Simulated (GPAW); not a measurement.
**Li/Cu(100) in an electric field**

Aim: the dipole that a field along the normal induces in Li/Cu(100).

Program: GPAW 26.7.0. Level of theory: GPAW, PAW setups; slab in vacuum, relaxation, in the first sound run; inputs show where later runs differ. Results are calculated unless marked as measured.

### 1. Starting point

The cell holds 5 atoms: 4 Cu and 1 Li. Cell: a = 2.553 Å, b = 2.553 Å, c = 21.463 Å, α = 90.0°, β = 90.0°, γ = 90.0°. Vacuum lies along c.

### 2. Relaxation

Forces are removed first; all later runs use this geometry. The lowest 2 atoms are held at bulk positions and keep their forces.

Input file run.py:

```python
import json
import numpy as np
from ase import Atoms
from ase.constraints import FixAtoms
from ase.optimize import BFGS
from gpaw import GPAW, PW

slab = Atoms(
    ['Cu', 'Cu', 'Cu', 'Cu', 'Li'],
    positions=[
        [1.27633, 1.27633, 7.00000],
        [0.00000, 0.00000, 8.80500],
        [1.27633, 1.27633, 10.61000],
        [0.00000, 0.00000, 12.41500],
        [1.27633, 1.27633, 14.46314]],
    cell=[[2.55266, 0.0, 0.0], [0.0, 2.55266, 0.0], [0.0, 0.0, 21.46314]],
    pbc=[True, True, False])

slab.calc = GPAW(mode=PW(400), xc='PBE', kpts={'size': (12, 12, 1), 'gamma': True},
                 occupations={'name': 'fermi-dirac', 'width': 0.1}, nbands='300%',
                 convergence={'density': 1e-05}, maxiter=200,
                 poissonsolver={'dipolelayer': 'xy'},
                 symmetry={'tolerance': 1e-3, 'extra_ids': [1, 1, 0, 0, 0]}, txt='slab.txt')
result = {}
slab.set_constraint(FixAtoms([0, 1]))
path = []
opt = BFGS(slab, maxstep=0.2)
opt.attach(lambda: path.append((slab.get_potential_energy(), slab.positions.tolist(), slab.get_forces().tolist())))
result['relaxed'] = bool(opt.run(fmax=0.03, steps=40))
result['path'] = path
energy = slab.get_potential_energy()
fermi = slab.calc.get_fermi_level()
v = slab.calc.get_electrostatic_potential().mean((0, 1)) - fermi
n = slab.calc.get_pseudo_density().mean((0, 1))
L = slab.cell[2, 2]
z = np.arange(len(v)) * L / len(v)
low, high = slab.positions[:, 2].min(), slab.positions[:, 2].max()
below, above = np.interp([low - 4.8, high + 4.8], z, v)
slopes = [np.interp(x, z, np.gradient(v, z)) for x in (low - 4.8, high + 4.8)]
eps = np.array([[slab.calc.get_eigenvalues(k, s) for k in range(len(slab.calc.get_ibz_k_points()))]
                for s in range(slab.calc.get_number_of_spins())]) - fermi
top, bottom = eps[eps < 0].max(), eps[eps > 0].min()
dipole = slab.get_dipole_moment()[2]
print(f'energy {energy:.4f} eV, Fermi level {fermi:.4f} eV, dipole {dipole:.5f} e A')
print(f'potential 4.8 A off the faces, from the Fermi level: lower {below:.4f} eV, upper {above:.4f} eV')
print(f'slope of the potential there: lower {slopes[0]:.5f}, upper {slopes[1]:.5f} eV/A')
print(f'nearest levels on the mesh: {top:.4f} and {bottom:.4f} eV')
print('magnetic moment', round(slab.get_magnetic_moment(), 3))
result.update(energy=energy, fermi=fermi, dipole=dipole, below=below, above=above, slopes=slopes, edges=[top, bottom],
              z=z.tolist(), v=v.tolist(), n=n.tolist(), positions=slab.positions.tolist(),
              forces=slab.get_forces(apply_constraint=False).tolist(), moments=slab.get_magnetic_moments().tolist())
json.dump(result, open('result.json', 'w'))
```

On the command line:

```
> OMP_NUM_THREADS=1 OPENBLAS_NUM_THREADS=1 python run.py
```

What it wrote:

```text
Step          Energy          fmax
BFGS:    0      -15.217281        0.423820
BFGS:    1      -15.220798        0.389847
BFGS:    2      -15.244157        0.236909
BFGS:    3      -15.244970        0.209278
BFGS:    4      -15.248461        0.031654
BFGS:    5      -15.248661        0.012931
energy -15.2186 eV, Fermi level 0.6557 eV, dipole 0.03524 e A
potential 4.8 A off the faces, from the Fermi level: lower 4.5586 eV, upper 3.5743 eV
slope of the potential there: lower -0.00065, upper 0.00366 eV/A
nearest levels on the mesh: -0.0189 and 0.0017 eV
magnetic moment 0.0
```

Wall time 12 min (1 thread of Arm Neoverse V1, shared host); peak memory 0.25 GiB.

The steps of the relaxation:

```tsv
step	energy less that of the first step (eV)	largest force (eV/Å)
1	0.0000	0.4238
2	-0.0035	0.3898
3	-0.0266	0.2369
4	-0.0274	0.2093
5	-0.0309	0.0317
6	-0.0310	0.0129
```

The atoms that moved most (Å):

```tsv
atom	dx	dy	dz	length
Cu4	0.000	0.000	0.090	0.090
Li5	0.000	0.000	-0.074	0.074
Cu3	0.000	0.000	0.043	0.043
```

Final coordinates:

```
Cu Li
1.0
     2.55266    0.00000    0.00000
     0.00000    2.55266    0.00000
     0.00000    0.00000   21.46314
Cu Li
4 1
Cartesian
  1.2763 1.2763 7.0000
  0.0000 0.0000 8.8050
  1.2763 1.2763 10.6527
  0.0000 0.0000 12.5049
  1.2763 1.2763 14.3889
```

Numbers from this step:

```yaml
dipole_along_the_normal: 0.03524 e·Å
levels_nearest_the_fermi_level_on_the_mesh: -0.01894, 0.001661 eV from the Fermi level
upper_work_function: 3.574 eV
lower_work_function: 4.559 eV
```

The electrostatic potential energy of an electron (without an applied field's), less the Fermi level, planar mean oscillates, so the rows of the table below give means over windows of 1.82 Å about each position, cut where the curve ends. Its maxima inside the range that stand out by 2 % of the span (Å: eV): 0.5: 4.56, 7.9: -1.59, 9.8: -1.28, 11.6: -1.25, 13.5: -0.0136. Its minima: 7.0: -15.8, 8.8: -16.1, 10.6: -16.0, 12.6: -15.9, 14.4: -4.69.

Table of electrostatic potential energy of an electron (without an applied field's), less the Fermi level, planar mean by z; means over each step:

```tsv
z (Å)	electrostatic potential energy of an electron (without an applied field's), less the Fermi level, planar mean (eV)
0.91	4.51
2.73	4.56
4.55	4.40
6.37	-4.82
8.19	-8.04
10.01	-7.73
11.83	-7.70
13.65	-3.35
15.47	0.537
17.29	3.44
19.11	3.57
20.93	3.61
```

The pseudo valence density, planar mean oscillates, so the rows of the table below give means over windows of 1.72 Å about each position, cut where the curve ends. Its maxima inside the range that stand out by 2 % of the span (Å: e/Å³): 7.1: 2.02, 8.8: 2.12, 10.7: 2.03, 12.4: 2.07. Its minima: 7.9: 0.305, 9.7: 0.293, 11.6: 0.284.

Pseudo valence density, planar mean against z; means over each step:

```tsv
z (Å)	pseudo valence density, planar mean (e/Å³)
2.58	3.6e-5
4.30	0.00275
6.02	0.354
7.74	0.898
9.46	0.885
11.18	0.915
12.90	0.887
14.62	0.0612
16.34	0.0115
18.06	6.1e-4
19.78	2.0e-5
```

The relaxation lowered the energy of the cell by 0.0310 eV (energies extrapolated to zero smearing; the optimiser's log prints free energies). The largest force left on a free atom is 0.013 eV/Å.

### 3. Plane waves, PBE

With the geometry fixed, the planar mean of the potential gives the vacuum level on each side.

This step: GPAW, PAW setups; slab in vacuum (GPAW 26.7.0).

Edit run.py of step 2 so:

```diff
@@ -3,4 +3,2 @@
 from ase import Atoms
-from ase.constraints import FixAtoms
-from ase.optimize import BFGS
 from gpaw import GPAW, PW
@@ -12,5 +10,5 @@
         [0.00000, 0.00000, 8.80500],
-        [1.27633, 1.27633, 10.61000],
-        [0.00000, 0.00000, 12.41500],
-        [1.27633, 1.27633, 14.46314]],
+        [1.27633, 1.27633, 10.65274],
+        [0.00000, 0.00000, 12.50492],
+        [1.27633, 1.27633, 14.38891]],
     cell=[[2.55266, 0.0, 0.0], [0.0, 2.55266, 0.0], [0.0, 0.0, 21.46314]],
@@ -22,10 +20,4 @@
                  poissonsolver={'dipolelayer': 'xy'},
-                 symmetry={'tolerance': 1e-3, 'extra_ids': [1, 1, 0, 0, 0]}, txt='slab.txt')
+                 symmetry={'tolerance': 1e-3}, txt='slab.txt')
 result = {}
-slab.set_constraint(FixAtoms([0, 1]))
-path = []
-opt = BFGS(slab, maxstep=0.2)
-opt.attach(lambda: path.append((slab.get_potential_energy(), slab.positions.tolist(), slab.get_forces().tolist())))
-result['relaxed'] = bool(opt.run(fmax=0.03, steps=40))
-result['path'] = path
 energy = slab.get_potential_energy()
```

What it wrote:

```text
energy -15.2186 eV, Fermi level 0.6558 eV, dipole 0.03538 e A
potential 4.8 A off the faces, from the Fermi level: lower 4.5585 eV, upper 3.5742 eV
slope of the potential there: lower -0.00069, upper 0.00368 eV/A
nearest levels on the mesh: -0.0190 and 0.0017 eV
magnetic moment 0.0
```

The job ended after 2.8 min (1 thread; peak memory 0.24 GiB).

Numbers from this step:

- dipole along the normal: 0.03538 e·Å
- levels nearest the Fermi level on the mesh: -0.01895, 0.001673 eV from the Fermi level
- lower work function: 4.558 eV

The electrostatic potential energy of an electron (without an applied field's), less the Fermi level, planar mean oscillates, so the rows of the table below give means over windows of 1.82 Å about each position, cut where the curve ends. Its maxima inside the range that stand out by 2 % of the span (Å: eV): 0.5: 4.56, 7.9: -1.59, 9.8: -1.28, 11.6: -1.25, 13.5: -0.0137. Its minima: 7.0: -15.8, 8.8: -16.1, 10.6: -16.0, 12.6: -15.9, 14.4: -4.69.

The electrostatic potential energy of an electron (without an applied field's), less the Fermi level, planar mean by z; means over each step:

z (Å), electrostatic potential energy of an electron (without an applied field's), less the Fermi level, planar mean (eV) and a bar from the least value:
```
     0.91        4.5 ##############################
     2.73        4.6 ##############################
     4.55        4.4 ##############################
     6.37       -4.8 ########
     8.19       -8.0 
    10.01       -7.7 #
    11.83       -7.7 #
    13.65       -3.4 ###########
    15.47        0.5 ####################
    17.29        3.4 ###########################
    19.11        3.6 ############################
    20.93        3.6 ############################
```

The pseudo valence density, planar mean oscillates, so the rows of the table below give means over windows of 1.72 Å about each position, cut where the curve ends. Its maxima inside the range that stand out by 2 % of the span (Å: e/Å³): 7.1: 2.02, 8.8: 2.12, 10.7: 2.03, 12.4: 2.07. Its minima: 7.9: 0.305, 9.7: 0.293, 11.6: 0.284.

Table of pseudo valence density, planar mean by z; means over each step:

z (Å), pseudo valence density, planar mean (e/Å³) and a bar:
```
     2.58       0.00 
     4.30       0.00 
     6.02       0.35 ############
     7.74       0.90 #############################
     9.46       0.89 #############################
    11.18       0.91 ##############################
    12.90       0.89 #############################
    14.62       0.06 ##
    16.34       0.01 
    18.06       0.00 
    19.78       0.00
```

Force by atom:

```tsv
atom	x (eV/Å)	y (eV/Å)	z (eV/Å)	size
Cu1	0.0000	0.0000	0.0570	0.0570
Cu2	0.0000	0.0000	-0.0445	0.0445
Cu3	0.0000	0.0000	-0.0038	0.0038
Cu4	0.0000	0.0000	0.0036	0.0036
Li5	0.0000	0.0000	-0.0130	0.0130
```

The potential is flat to 0.004 eV/Å where it is read, so the vacuum is wide enough.

### 4. In a field

A uniform field along the normal polarises the slab; the atoms stay fixed, so this is the electronic response alone.

Edit run.py of step 3 so:

```diff
@@ -4,2 +4,3 @@
 from gpaw import GPAW, PW
+from gpaw.external import ConstantElectricField
 
@@ -20,2 +21,3 @@
                  poissonsolver={'dipolelayer': 'xy'},
+                 external=ConstantElectricField(-0.2, [0, 0, 1]),
                  symmetry={'tolerance': 1e-3}, txt='slab.txt')
```

What it wrote:

```text
energy -15.2196 eV, Fermi level 0.6198 eV, dipole -0.04532 e A
potential 4.8 A off the faces, from the Fermi level: lower 3.5099 eV, upper 4.7656 eV
slope of the potential there: lower -0.00053, upper 0.00592 eV/A
nearest levels on the mesh: -0.0186 and 0.0079 eV
magnetic moment 0.0
```

It took 9.9 min on 1 thread; peak memory 0.43 GiB.

This step gave:

| Item | Value |
| --- | --- |
| dipole along the normal | -0.04532 e·Å |
| levels nearest the Fermi level on the mesh | -0.01865, 0.007914 eV from the Fermi level |
| potential below the slab, the applied field's own ramp left out | 3.510 eV from the Fermi level |
| potential above the slab, the applied field's own ramp left out | 4.766 eV from the Fermi level |

The electrostatic potential energy of an electron (without an applied field's), less the Fermi level, planar mean by z:

z (Å), electrostatic potential energy of an electron (without an applied field's), less the Fermi level, planar mean (eV) and a bar from the least value:
```
      0.0        4.1 #############################
      0.5        3.5 ############################
      1.0        3.5 ############################
      1.5        3.5 ############################
      2.0        3.5 ############################
      2.5        3.5 ############################
      3.0        3.5 ############################
      3.5        3.5 ############################
      4.0        3.5 ############################
      4.5        3.5 ############################
      5.0        3.3 ############################
      5.5        2.8 ###########################
      6.0        0.8 ########################
      6.5       -6.5 ##############
      7.0      -16.5 
      7.5       -6.6 ##############
      8.0       -2.4 ####################
      8.5      -11.6 #######
      9.0      -14.1 ###
      9.5       -3.0 ###################
     10.0       -3.4 ###################
     10.5      -14.6 ###
     11.0       -9.9 #########
     11.5       -1.3 #####################
     12.0       -5.7 ###############
     12.5      -15.5 #
     13.0       -5.6 ###############
     13.5        0.5 ########################
     14.0       -1.6 #####################
     14.5       -3.8 ##################
     15.0       -0.4 #######################
     15.5        2.3 ###########################
     16.0        3.7 ############################
     16.5        4.3 #############################
     17.0        4.6 ##############################
     17.5        4.7 ##############################
     18.0        4.7 ##############################
     18.5        4.8 ##############################
     19.0        4.8 ##############################
     19.5        4.8 ##############################
     20.0        4.8 ##############################
     20.5        4.8 ##############################
     21.0        4.8 ##############################
```

Force by atom:

```tsv
atom	x (eV/Å)	y (eV/Å)	z (eV/Å)	size
Cu1	0.0000	0.0000	0.0578	0.0578
Cu2	0.0000	0.0000	-0.0473	0.0473
Cu3	0.0000	0.0000	-0.0038	0.0038
Cu4	0.0000	0.0000	-0.0034	0.0034
Li5	0.0000	0.0000	-0.0051	0.0051
```

The dipole is now -0.0453 e Å, against 0.035 in the run without a field.

### 5. Field on

Edit run.py of step 4 so:

```diff
@@ -21,3 +21,3 @@
                  poissonsolver={'dipolelayer': 'xy'},
-                 external=ConstantElectricField(-0.2, [0, 0, 1]),
+                 external=ConstantElectricField(-0.1, [0, 0, 1]),
                  symmetry={'tolerance': 1e-3}, txt='slab.txt')
```

What it wrote:

```text
energy -15.2171 eV, Fermi level 0.6389 eV, dipole -0.00492 e A
potential 4.8 A off the faces, from the Fermi level: lower 4.0323 eV, upper 4.1669 eV
slope of the potential there: lower -0.00060, upper 0.00457 eV/A
nearest levels on the mesh: -0.0198 and 0.0043 eV
magnetic moment 0.0
```

Wall time 12 min (1 thread); peak memory 0.43 GiB.

This step gave:

- dipole along the normal: -0.004920 e·Å
- levels nearest the Fermi level on the mesh: -0.01977, 0.004335 eV from the Fermi level
- potential below the slab, the applied field's own ramp left out: 4.032 eV from the Fermi level
- potential above the slab, the applied field's own ramp left out: 4.167 eV from the Fermi level

The electrostatic potential energy of an electron (without an applied field's), less the Fermi level, planar mean oscillates, so the rows of the table below give means over windows of 1.82 Å about each position, cut where the curve ends. Its maxima inside the range that stand out by 2 % of the span (Å: eV): 7.9: -1.87, 9.8: -1.37, 11.6: -1.16, 13.5: 0.266. Its minima: 7.0: -16.2, 8.8: -16.3, 10.6: -16.0, 12.6: -15.7, 14.4: -4.32.

Electrostatic potential energy of an electron (without an applied field's), less the Fermi level, planar mean against z; means over each step:

z (Å), electrostatic potential energy of an electron (without an applied field's), less the Fermi level, planar mean (eV) and a bar from the least value:
```
     0.91        4.0 ##############################
     2.73        4.0 ##############################
     4.55        3.9 #############################
     6.37       -5.3 #######
     8.19       -8.3 
    10.01       -7.8 #
    11.83       -7.6 ##
    13.65       -3.1 #############
    15.47        1.0 ######################
    17.29        4.0 ##############################
    19.11        4.2 ##############################
    20.93        4.2 ##############################
```

Force by atom:

```tsv
atom	x (eV/Å)	y (eV/Å)	z (eV/Å)	size
Cu1	0.0000	0.0000	0.0596	0.0596
Cu2	0.0000	0.0000	-0.0448	0.0448
Cu3	0.0000	0.0000	-0.0035	0.0035
Cu4	0.0000	0.0000	0.0005	0.0005
Li5	0.0000	0.0000	-0.0088	0.0088
```

The dipole is now -0.00492 e Å, against 0.035 in the run without a field.

### 6. Field on

Edit run.py of step 5 so:

```diff
@@ -21,3 +21,3 @@
                  poissonsolver={'dipolelayer': 'xy'},
-                 external=ConstantElectricField(-0.1, [0, 0, 1]),
+                 external=ConstantElectricField(-0.05, [0, 0, 1]),
                  symmetry={'tolerance': 1e-3}, txt='slab.txt')
```

What it wrote:

```text
energy -15.2174 eV, Fermi level 0.6477 eV, dipole 0.01516 e A
potential 4.8 A off the faces, from the Fermi level: lower 4.2936 eV, upper 3.8709 eV
slope of the potential there: lower -0.00066, upper 0.00413 eV/A
nearest levels on the mesh: -0.0192 and 0.0019 eV
magnetic moment 0.0
```

Run time: 11 min. Hardware: 1 thread; peak memory 0.43 GiB.

### 7. Field on

Edit run.py of step 6 so:

```diff
@@ -21,3 +21,3 @@
                  poissonsolver={'dipolelayer': 'xy'},
-                 external=ConstantElectricField(-0.05, [0, 0, 1]),
+                 external=ConstantElectricField(0.05, [0, 0, 1]),
                  symmetry={'tolerance': 1e-3}, txt='slab.txt')
```

What it wrote:

```text
energy -15.2209 eV, Fermi level 0.6637 eV, dipole 0.05548 e A
potential 4.8 A off the faces, from the Fermi level: lower 4.8219 eV, upper 3.2800 eV
slope of the potential there: lower -0.00076, upper 0.00329 eV/A
nearest levels on the mesh: -0.0000 and 0.0080 eV
magnetic moment 0.0
```

Elapsed: 9.3 min, on 1 thread; peak memory 0.43 GiB.

### 8. In a field

Edit run.py of step 7 so:

```diff
@@ -21,3 +21,3 @@
                  poissonsolver={'dipolelayer': 'xy'},
-                 external=ConstantElectricField(0.05, [0, 0, 1]),
+                 external=ConstantElectricField(0.1, [0, 0, 1]),
                  symmetry={'tolerance': 1e-3}, txt='slab.txt')
```

What it wrote:

```text
energy -15.2242 eV, Fermi level 0.6712 eV, dipole 0.07555 e A
potential 4.8 A off the faces, from the Fermi level: lower 5.0862 eV, upper 2.9870 eV
slope of the potential there: lower -0.00080, upper 0.00295 eV/A
nearest levels on the mesh: -0.0015 and 0.0071 eV
magnetic moment 0.0
```

It took 10 min on 1 thread; peak memory 0.43 GiB.

The dipole is now 0.0756 e Å, against 0.035 in the run without a field.

### 9. In a field

Edit run.py of step 8 so:

```diff
@@ -21,3 +21,3 @@
                  poissonsolver={'dipolelayer': 'xy'},
-                 external=ConstantElectricField(0.1, [0, 0, 1]),
+                 external=ConstantElectricField(0.2, [0, 0, 1]),
                  symmetry={'tolerance': 1e-3}, txt='slab.txt')
```

What it wrote:

```text
energy -15.2338 eV, Fermi level 0.6847 eV, dipole 0.11568 e A
potential 4.8 A off the faces, from the Fermi level: lower 5.6173 eV, upper 2.4043 eV
slope of the potential there: lower -0.00096, upper 0.00239 eV/A
nearest levels on the mesh: -0.0041 and 0.0055 eV
magnetic moment 0.0
```

It took 9.8 min on 1 thread; peak memory 0.43 GiB.

[end of part 1 of 2]

[Logs are printed without paths, hosts, clocks, repeated set-up lines and the standing remarks that a program may print on its own settings, such as how far it seeks lower states.]

[Hosts, paths, dates, database ids (printed as entryN), source tags and the programs' standing remarks are cut or masked in the printed files.]
